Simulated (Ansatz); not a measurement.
# How Fe(110) screens a field, part 2 of 2

Aim: image plane and induced charge of Fe(110).

Ansatz 0.2.0; plane-wave DFT, PBE, Ansatz PAW.

So far. Step 5 (Single point, field 0.1 V/Å): The dipole is 0.0447 e·Å.

**6. Single point, field -0.1 V/Å**

Contents of input.yaml:

```yaml
crystal:
  lattice:
    - [2.029396462, -1.435, 0.0]
    - [2.029396462, 1.435, 0.0]
    - [0.0, 0.0, 28.14698231]
  atoms:
    - { symbol: Fe, position: [0.0, 0.0, 0.3197500855], spin: 2.5 }
    - { symbol: Fe, position: [0.5, 0.5, 0.3918500513], spin: 2.5 }
    - { symbol: Fe, position: [0.0, 0.0, 0.4639500171], spin: 2.5 }
    - { symbol: Fe, position: [0.5, 0.5, 0.5360499829], spin: 2.5 }
    - { symbol: Fe, position: [0.0, 0.0, 0.6081499487], spin: 2.5 }
    - { symbol: Fe, position: [0.5, 0.5, 0.6802499145], spin: 2.5 }
magnetization:
  spin_polarized: true
kpoints:
  mp_grid: { grid: [22, 22, 1] }
hamiltonian:
  xc: pbe
scf:
  occupations: { method: fermi_dirac, width: 0.1 }
  convergence: { dr2_threshold: 1.0e-10 }
efield:
  axis: 3
  dipole_correction: true
  ramp_position: 0.97
  ramp_width: 0.06
  amplitude: -0.1
output:
  forces: true
  write_potential: true
  write_density: true
  volumetric_format: npy
```

On the command line:

```bash
> ansatz run input.yaml --threads 4 --pin off --max-ram 6144MiB --backend cpu --events-out ev --progress --plain --runs-dir out
```

Numbers of over 12 decimals in the logs are rounded to 6 here.

What it wrote:

```text
[...]
Crystal: 6 atoms, lattice volume = 163.938 Å³
Basis set: ecut = 420 eV, 3189 PW (Γ), exchange–correlation on 36×36×384 points (8 copies of the dense FFT grid, shifted against one another)
Bands: 67, of which v1, the nominal top of the filled ones, is band 48 counted from 1 (47 counted from 0)
Symmetry: 4 space group operations
k-points: 133 of 484
[...]
k-point 1 ↑: bands = [... 44 lower, 3.7554, 3.7874, 3.8030, 3.8828, 3.8878, 3.9334, 3.9519, 3.9600, ... 15 higher]
  k-point 2 ↑: bands = [... 44 lower, 3.7268, 3.7320, 3.7419, 3.7679, 3.8833, 3.8940, 3.9078, 3.9375, ... 15 higher]
  k-point 132 ↓: bands = [... 44 lower, 6.6384, 6.6435, 6.8380, 7.2244, 7.2767, 7.4365, 7.5167, 7.5926, ... 15 higher]
[key lines of the parts left out:]
SCF converged after 20 iterations
Magnetization: 14.5001 μB (55.2501 up, 40.7499 down)
Free energy (F): -26881.165498 eV
Fermi energy:    5.063025 eV
Dipole field:    D = -0.049351 V/Å  (p = -0.044711 e·Å, saw-weighted, corrected)
```

Wall time 3.5 min (4 threads of AMD EPYC 7R43, shared host); peak memory 2 GiB; 14 min of CPU time.

The dipole is -0.0447 e·Å.

**7. Single point, field 0.2 V/Å**

Changes to input.yaml since step 6:

```diff
@@ -26,3 +26,3 @@
   ramp_width: 0.06
-  amplitude: -0.1
+  amplitude: 0.2
 output:
```

What it wrote:

```text
[...]
Crystal: 6 atoms, lattice volume = 163.938 Å³
Basis set: ecut = 420 eV, 3189 PW (Γ), exchange–correlation on 36×36×384 points (8 copies of the dense FFT grid, shifted against one another)
Bands: 67, of which v1, the nominal top of the filled ones, is band 48 counted from 1 (47 counted from 0)
Symmetry: 4 space group operations
k-points: 133 of 484
[...]
k-point 1 ↑: bands = [... 44 lower, 3.7529, 3.7850, 3.8005, 3.8799, 3.8859, 3.9310, 3.9496, 3.9577, ... 15 higher]
  k-point 2 ↑: bands = [... 44 lower, 3.7244, 3.7296, 3.7395, 3.7655, 3.8809, 3.8915, 3.9054, 3.9352, ... 15 higher]
  k-point 132 ↓: bands = [... 44 lower, 6.6361, 6.6413, 6.8356, 7.2220, 7.2743, 7.4341, 7.5143, 7.5903, ... 15 higher]
[key lines of the parts left out:]
SCF converged after 20 iterations
Magnetization: 14.5000 μB (55.2500 up, 40.7500 down)
Free energy (F): -26881.172205 eV
Fermi energy:    5.060667 eV
Dipole field:    D = 0.098716 V/Å  (p = 0.089434 e·Å, saw-weighted, corrected)
```

It took 3.2 min on 4 threads; peak memory 2.1 GiB; 12 min of CPU time.

The dipole is 0.0894 e·Å.

**8. Atoms held, field -0.2 V/Å**

Changes to input.yaml since step 7:

```diff
@@ -26,3 +26,3 @@
   ramp_width: 0.06
-  amplitude: 0.2
+  amplitude: -0.2
 output:
```

What it wrote:

```text
[...]
Crystal: 6 atoms, lattice volume = 163.938 Å³
Basis set: ecut = 420 eV, 3189 PW (Γ), exchange–correlation on 36×36×384 points (8 copies of the dense FFT grid, shifted against one another)
Bands: 67, of which v1, the nominal top of the filled ones, is band 48 counted from 1 (47 counted from 0)
Symmetry: 4 space group operations
k-points: 133 of 484
[...]
k-point 1 ↑: bands = [... 44 lower, 3.7529, 3.7850, 3.8005, 3.8799, 3.8859, 3.9310, 3.9496, 3.9577, ... 15 higher]
  k-point 2 ↑: bands = [... 44 lower, 3.7244, 3.7296, 3.7395, 3.7655, 3.8809, 3.8915, 3.9054, 3.9352, ... 15 higher]
  k-point 132 ↓: bands = [... 44 lower, 6.6361, 6.6413, 6.8356, 7.2220, 7.2743, 7.4341, 7.5143, 7.5903, ... 15 higher]
[key lines of the parts left out:]
SCF converged after 20 iterations
Magnetization: 14.5000 μB (55.2500 up, 40.7500 down)
Free energy (F): -26881.172205 eV
Fermi energy:    5.060667 eV
Dipole field:    D = -0.098711 V/Å  (p = -0.089431 e·Å, saw-weighted, corrected)
```

Wall time 3.2 min (4 threads); peak memory 2 GiB.

The dipole is -0.0894 e·Å.

**9. Single point, field 0.4 V/Å**

Changes to input.yaml since step 8:

```diff
@@ -26,3 +26,3 @@
   ramp_width: 0.06
-  amplitude: -0.2
+  amplitude: 0.4
 output:
@@ -32 +32,2 @@
   volumetric_format: npy
+  elf: true
```

What it wrote:

```text
[...]
Crystal: 6 atoms, lattice volume = 163.938 Å³
Basis set: ecut = 420 eV, 3189 PW (Γ), exchange–correlation on 36×36×384 points (8 copies of the dense FFT grid, shifted against one another)
Bands: 67, of which v1, the nominal top of the filled ones, is band 48 counted from 1 (47 counted from 0)
Symmetry: 4 space group operations
k-points: 133 of 484
[...]
k-point 1 ↑: bands = [... 44 lower, 3.7431, 3.7753, 3.7907, 3.8687, 3.8775, 3.9212, 3.9403, 3.9481, ... 15 higher]
  k-point 2 ↑: bands = [... 44 lower, 3.7145, 3.7199, 3.7297, 3.7560, 3.8713, 3.8818, 3.8958, 3.9258, ... 15 higher]
  k-point 132 ↓: bands = [... 44 lower, 6.6268, 6.6323, 6.8261, 7.2126, 7.2648, 7.4246, 7.5049, 7.5808, ... 15 higher]
[key lines of the parts left out:]
SCF converged after 19 iterations
Magnetization: 14.4998 μB (55.2499 up, 40.7501 down)
Free energy (F): -26881.199041 eV
Fermi energy:    5.051177 eV
Dipole field:    D = 0.197524 V/Å  (p = 0.178953 e·Å, saw-weighted, corrected)
```

The job ended after 3.1 min (4 threads; peak memory 2.1 GiB; 12 min of CPU time).

Running mean over 2.029 Å of the planar mean, with the applied field; the ramp of the sawtooth is left out. The electron's electrostatic potential energy less the Fermi level by z:

```
z (Å)  electron's electrostatic potential energy less the Fermi level (eV)
    4                                                                 3.51
    5                                                                 3.90
    6                                                                 4.22
    7                                                                 3.76
    8                                                                -3.18
    9                                                                -9.39
   10                                                                -9.47
   11                                                                -9.45
   12                                                                -9.41
   13                                                                -9.39
   14                                                                -9.38
   15                                                                -9.39
   16                                                                -9.41
   17                                                                -9.45
   18                                                                -9.48
   19                                                                -9.50
   20                                                                -4.74
   21                                                                 3.65
   22                                                                 5.07
   23                                                                 5.55
   24                                                                 5.95
   25                                                                 6.35
```

The dipole is 0.179 e·Å.

**10. The response**

This step: plane-wave DFT, PBE, Ansatz PAW; screening of a field by a metal slab (Ansatz 0.2.0).

The dipoles give the slope, and the difference of two potentials shows where the field is screened.

Numbers from this step:

- equivalent conductor thickness p/(ε₀AE): 13.89 Å
- distance between the outer atoms: 10.15 Å
- inner field over outer field: 1.98e-4
- image plane, upper face: 1.871 Å
- induced electrons on the upper face over ε₀E: -1.000
- image plane, lower face: 1.871 Å
- induced electrons on the lower face over ε₀E: 1.000

Table of dipole of the cell by applied field:

```
applied field (V/Å)  dipole of the cell (e·Å)
             -0.200                   -0.0894
             -0.100                   -0.0447
             -0.050                   -0.0224
              0.000                    1.7e-6
              0.050                    0.0224
              0.100                    0.0447
              0.200                    0.0894
              0.400                     0.179
```

The total moment stays at 14.5 μB for applied field from -0.2 to 0.4 V/Å.

Local field over the applied field, running mean. From the potentials at -0.05 and 0.05 V/Å; running mean over 2.029 Å. Local field over applied field against z:

```
z (Å)  local field over applied field
    5                           0.985
    6                           0.911
    7                           0.619
    8                           0.160
    9                         -0.0362
   10                        -0.00294
   11                        -0.00419
   12                         -8.2e-5
   13                          3.6e-4
   14                          2.9e-4
   15                          2.5e-4
   16                          2.3e-4
   17                        -0.00371
   18                        -0.00219
   19                         -0.0371
   20                           0.111
   21                           0.550
   22                           0.887
   23                           0.980
   24                           0.997
```

Electrons, planar mean, per unit field. The induced electron density by z:

z (Å), induced electron density (e/Å³ per V/Å) and a bar from the least value:
```
        5    0.00009 ##############
        6    0.00055 ################
        7    0.00252 #########################
        8    0.00362 ##############################
        9   -0.00097 #########
       10    0.00013 ##############
       11    0.00002 ##############
       12    0.00001 ##############
       13   -0.00001 #############
       14    0.00000 ##############
       15    0.00002 ##############
       16   -0.00002 #############
       17    0.00003 ##############
       18   -0.00013 #############
       19    0.00061 ################
       20   -0.00282 #
       21   -0.00298 
       22   -0.00070 ##########
       23   -0.00012 #############
       24   -0.00002 #############
```

By hand: between -0.05 and 0.05 V/Å the dipole changes by 0.04471 e·Å, a slope of 0.4471 e·Å²/V. A perfect conductor of thickness t has p = ε₀AEt, so t = 180.95 × 0.4471 / 5.824 = 13.89 Å (e/ε₀ = 180.95 V·Å, A in Å²). Less the 10.15 Å between the outer atoms, and halved, that puts each image plane 1.87 Å out.

The induced dipole is that of a conductor 13.89 Å thick.

**11. The same run with other settings**

This step: plane-wave DFT, PBE, Ansatz PAW (Ansatz 0.2.0).

A run with a changed input: it repeats the earlier run at 0.05 V/Å with efield.dipole_correction from true to false.

Changes to input.yaml since step 9:

```diff
@@ -23,6 +23,6 @@
   axis: 3
-  dipole_correction: true
+  dipole_correction: false
   ramp_position: 0.97
   ramp_width: 0.06
-  amplitude: 0.4
+  amplitude: 0.05
 output:
@@ -32,2 +32 @@
   volumetric_format: npy
-  elf: true
```

What it wrote:

```text
[...]
Crystal: 6 atoms, lattice volume = 163.938 Å³
Basis set: ecut = 420 eV, 3189 PW (Γ), exchange–correlation on 36×36×384 points (8 copies of the dense FFT grid, shifted against one another)
Bands: 67, of which v1, the nominal top of the filled ones, is band 48 counted from 1 (47 counted from 0)
Symmetry: 4 space group operations
k-points: 133 of 484
[...]
Starting moments: Σ|m| = 15 μB on 6 of 6 sites
[...]
SCF iter   1: F=—  HF=-26880.433379 eV  |F-HF|=—  |Δ(HF+E_count)|=         —  Δρ=5.35e-2 (↑2.76e-2 ↓5.35e-2)  dr2=1.92e1  dr2_m=1.29e0  M=14.533 μB ∫|m|=14.707 μB  β_m=0.30  ethr=3.10e-3  p=0.000 e·Å  V_vac-E_F(+/−)=8.29/7.00 eV  ⟨swp⟩=9.9  Hψ=88403  notcnv=0  defer=342
[...]
SCF iter  20: F=-26881.164366 eV  HF=-26881.164366 eV  |F-HF|=3.64e-10  |Δ(HF+E_count)|=  7.28e-12  Δρ=2.19e-8 (↑1.55e-8 ↓2.19e-8)  dr2=4.72e-12  dr2_m=1.26e-13  M=14.500 μB ∫|m|=15.193 μB  ethr=1.00e-12  p=0.044 e·Å  V_vac-E_F(+/−)=5.30/4.12 eV  ⟨swp⟩=6.3  Hψ=77671  notcnv=0
SCF 1 converged in 20 iterations: F = -26881.164366 eV  dr2 = 4.72e-12
[...]
SCF converged after 20 iterations
[...]
Magnetization: 14.5001 μB (55.2501 up, 40.7499 down)
Absolute magnetization: 15.1931 μB (∫|ρ↑−ρ↓|, with the PAW one-centre terms)
[...]
Per-site moments (μB) at R_I (Å): [(2.644657, 1.025266), (2.386807, 1.025266), (2.288475, 1.025266), (2.288428, 1.025266), (2.386659, 1.025266), (2.645864, 1.025266)]
Free energy (F): -26881.164366 eV
[...]
Internal energy: -26880.942910 eV  (E = F + TS)
E sigma→0 (E₀):  -26881.053638 eV
Entropy (-TS):   -0.221456 eV (-36.909 meV/atom)
Fermi energy:    5.063045 eV
Dipole field:    D = 0.048718 V/Å  (p = 0.044138 e·Å, saw-weighted)
Work function:   not extracted (applied field tilts the vacuum); planar V_es + V_field profile in the machine report
[...]
--- Forces (eV/Å), atoms counted from 1 ---
  atom   1  Fe     0.00000000     0.00000000     0.26992624
  atom   2  Fe     0.00000000     0.00000000    -0.07479407
  atom   3  Fe     0.00000000     0.00000000     0.09321125
  atom   4  Fe     0.00000000     0.00000000    -0.09263326
  atom   5  Fe     0.00000000     0.00000000     0.07562372
  atom   6  Fe     0.00000000     0.00000000    -0.27133530
  max |Σ_I F_I| component: 1.42e-6 eV/Å
--- Band table (eV; the first three rows and the last of 266) ---
  k-point 0 ↑: bands = [... 44 lower, 3.7728, 3.7935, 3.8351, 3.9182, 3.9210, 3.9225, 3.9764, 3.9992, ... 15 higher]
  k-point 1 ↑: bands = [... 44 lower, 3.7554, 3.7874, 3.8030, 3.8829, 3.8878, 3.9335, 3.9520, 3.9600, ... 15 higher]
  k-point 2 ↑: bands = [... 44 lower, 3.7268, 3.7321, 3.7419, 3.7679, 3.8833, 3.8940, 3.9078, 3.9375, ... 15 higher]
  k-point 132 ↓: bands = [... 44 lower, 6.6384, 6.6436, 6.8380, 7.2244, 7.2767, 7.4365, 7.5167, 7.5927, ... 15 higher]
```

It took 3.3 min on 4 threads; peak memory 2.1 GiB; 13 min of CPU time.

```
                     quantity  this run  earlier run  difference
dipole along the normal (e·Å)   0.04414      0.02236       0.022
            total moment (μB)     14.50        14.50     -1.4e-5
```

With the dipole correction off, the periodic images add a field of their own to the typed one.

What moves beyond 0.01 in its unit (for the dipole 0.5 % and 5e-5 e·Å): dipole along the normal (+0.0218 e·Å).

These numbers are not those of the isolated slab.

**12. The same run with other settings: efield.ramp_width = 0.15**

Another changed input: it repeats the earlier run at 0.05 V/Å with efield.ramp_width from 0.06 to 0.15.

Changes to input.yaml since step 11:

```diff
@@ -23,5 +23,5 @@
   axis: 3
-  dipole_correction: false
+  dipole_correction: true
   ramp_position: 0.97
-  ramp_width: 0.06
+  ramp_width: 0.15
   amplitude: 0.05
```

What it wrote:

```text
[...]
Crystal: 6 atoms, lattice volume = 163.938 Å³
Basis set: ecut = 420 eV, 3189 PW (Γ), exchange–correlation on 36×36×384 points (8 copies of the dense FFT grid, shifted against one another)
Bands: 67, of which v1, the nominal top of the filled ones, is band 48 counted from 1 (47 counted from 0)
Symmetry: 4 space group operations
k-points: 133 of 484
[...]
Starting moments: Σ|m| = 15 μB on 6 of 6 sites
[...]
SCF iter   1: F=—  HF=-26880.409417 eV  |F-HF|=—  |Δ(HF+E_count)|=         —  Δρ=5.30e-2 (↑2.74e-2 ↓5.30e-2)  dr2=1.57e1  dr2_m=1.26e0  M=14.521 μB ∫|m|=14.695 μB  β_m=1.00  ethr=3.10e-3  p=0.021 e·Å  D=2.36e-2 V/Å  ΔV_dip=-0.66 eV  dr2_dipole=5.40e-4  V_vac-E_F(+/−)=7.96/7.46 eV  ⟨swp⟩=9.9  Hψ=88329  notcnv=0  defer=321
[...]
SCF iter  20: F=-26881.163821 eV  HF=-26881.163821 eV  |F-HF|=3.27e-11  |Δ(HF+E_count)|=  3.64e-12  Δρ=3.17e-8 (↑3.17e-8 ↓1.92e-8)  dr2=4.22e-12  dr2_m=3.13e-13  M=14.500 μB ∫|m|=15.193 μB  ethr=1.00e-12  p=0.022 e·Å  D=2.47e-2 V/Å  ΔV_dip=-0.69 eV  dr2_dipole=6.84e-13  V_vac-E_F(+/−)=5.02/4.55 eV  ⟨swp⟩=6.2  Hψ=76834  notcnv=0
WARN: efield: at this solve's end the planar-averaged density reaches 2.19e-5 e/Å³ inside the ramp window [0.9345, 0.1555] (bound 1e-5 e/Å³), and -1.24e-5 e/Å³ on another of its planes; by the running means of the window's planes the mean density over a ramp is at most 1.55e-5 e/Å³, which is held to the bound (the quickstart, § The vacuum guard, A window that rings); the window's nearer edge stands 4.62 Å from this s [...]
SCF 1 converged in 20 iterations: F = -26881.163821 eV  dr2 = 4.22e-12
[...]
SCF converged after 20 iterations
[...]
Magnetization: 14.5001 μB (55.2501 up, 40.7499 down)
Absolute magnetization: 15.1930 μB (∫|ρ↑−ρ↓|, with the PAW one-centre terms)
[...]
Per-site moments (μB) at R_I (Å): [(2.644923, 1.025266), (2.386771, 1.025266), (2.288469, 1.025266), (2.288445, 1.025266), (2.386696, 1.025266), (2.645535, 1.025266)]
Free energy (F): -26881.163821 eV
[...]
Internal energy: -26880.942360 eV  (E = F + TS)
E sigma→0 (E₀):  -26881.053090 eV
Entropy (-TS):   -0.221461 eV (-36.910 meV/atom)
Fermi energy:    5.031530 eV
Dipole field:    D = 0.024666 V/Å  (p = 0.022347 e·Å, saw-weighted, corrected)
Work function:   not extracted (applied field tilts the vacuum); planar V_es + V_field profile in the machine report
[...]
Vacuum region:   at the solve's end the planar-averaged density reaches 2.19e-5 e/Å³ inside the ramp window [0.9345, 0.1555] (bound 1e-5 e/Å³), and -1.24e-5 e/Å³ on another of its planes; by the running means of the window's planes the mean density over a ramp is at most 1.55e-5 e/Å³, which is held to the bound (the quickstart, § The vacuum guard, A window that rings)
[...]
--- Forces (eV/Å), atoms counted from 1 ---
  atom   1  Fe     0.00000000     0.00000000     0.27042563
  atom   2  Fe     0.00000000     0.00000000    -0.07502123
  atom   3  Fe     0.00000000     0.00000000     0.09305888
  atom   4  Fe     0.00000000     0.00000000    -0.09277063
  atom   5  Fe     0.00000000     0.00000000     0.07544187
  atom   6  Fe     0.00000000     0.00000000    -0.27113295
  max |Σ_I F_I| component: 1.57e-6 eV/Å
--- Band table (eV; the first three rows and the last of 266) ---
  k-point 0 ↑: bands = [... 44 lower, 3.7413, 3.7620, 3.8036, 3.8874, 3.8888, 3.8910, 3.9449, 3.9677, ... 15 higher]
  k-point 1 ↑: bands = [... 44 lower, 3.7239, 3.7559, 3.7715, 3.8515, 3.8562, 3.9020, 3.9204, 3.9285, ... 15 higher]
  k-point 2 ↑: bands = [... 44 lower, 3.6954, 3.7006, 3.7104, 3.7364, 3.8518, 3.8625, 3.8763, 3.9060, ... 15 higher]
  k-point 132 ↓: bands = [... 44 lower, 6.6069, 6.6120, 6.8065, 7.1929, 7.2452, 7.4050, 7.4852, 7.5611, ... 15 higher]
```

Wall time 3.7 min (4 threads); peak memory 2.1 GiB; 14 min of CPU time.

Numbers from this step:

| Quantity | Value |
| --- | --- |
| energy at zero smearing | -26881.0531 eV |
| site moments | 2.645, 2.387, 2.288, 2.288, 2.387, 2.646 μB |
| dipole along the normal | 0.02235 e·Å |

Force by atom:

```
atom  x (eV/Å)  y (eV/Å)  z (eV/Å)   size
 Fe1     0.000     0.000     0.270  0.270
 Fe2     0.000     0.000    -0.075  0.075
 Fe3     0.000     0.000     0.093  0.093
 Fe4     0.000     0.000    -0.093  0.093
 Fe5     0.000     0.000     0.075  0.075
 Fe6     0.000     0.000    -0.271  0.271
```

```
                     quantity  this run  earlier run  difference
dipole along the normal (e·Å)   0.02235      0.02236     -1.1e-5
            total moment (μB)     14.50        14.50      1.1e-7
```

Nothing in the table moves by 0.01 in its unit (for the dipole 0.5 % and 5e-5 e·Å).

**13. Summary of results**

- work function: 4.74 eV
- image plane, upper face: 1.87 Å
- induced electrons on the upper face over ε₀E: -1.00
- equivalent conductor thickness p/(ε₀AE): 13.9 Å
- inner field over outer field: 2.0e-4

What this shows: The induced charge has its centre 1.87 Å outside the outermost atoms; this is the plane from which a capacitor's gap or an image potential counts. The equivalent conductor thickness exceeds the distance between the outer atoms by 3.74 Å, about the sum of the two image-plane distances. In the middle of the slab the field is screened to under 0.5 % of its outer value. The atoms are held at bulk positions with the tabulated experimental lattice constant. The magnetic order is the one reached from the typed start; other orders were not compared.

[Logs are printed without paths, hosts, clocks, repeated set-up lines and the standing remarks that a program may print on its own settings, such as how far it seeks lower states.]

[Hosts, paths, dates, database ids (printed as entryN), source tags and the programs' standing remarks are cut or masked in the printed files.]

[Maps of the electrostatic potential energy from Ansatz leave out the sawtooth potential of an applied field or a dipole correction, so their vacuum need not be flat; planar profiles and work functions include it.]
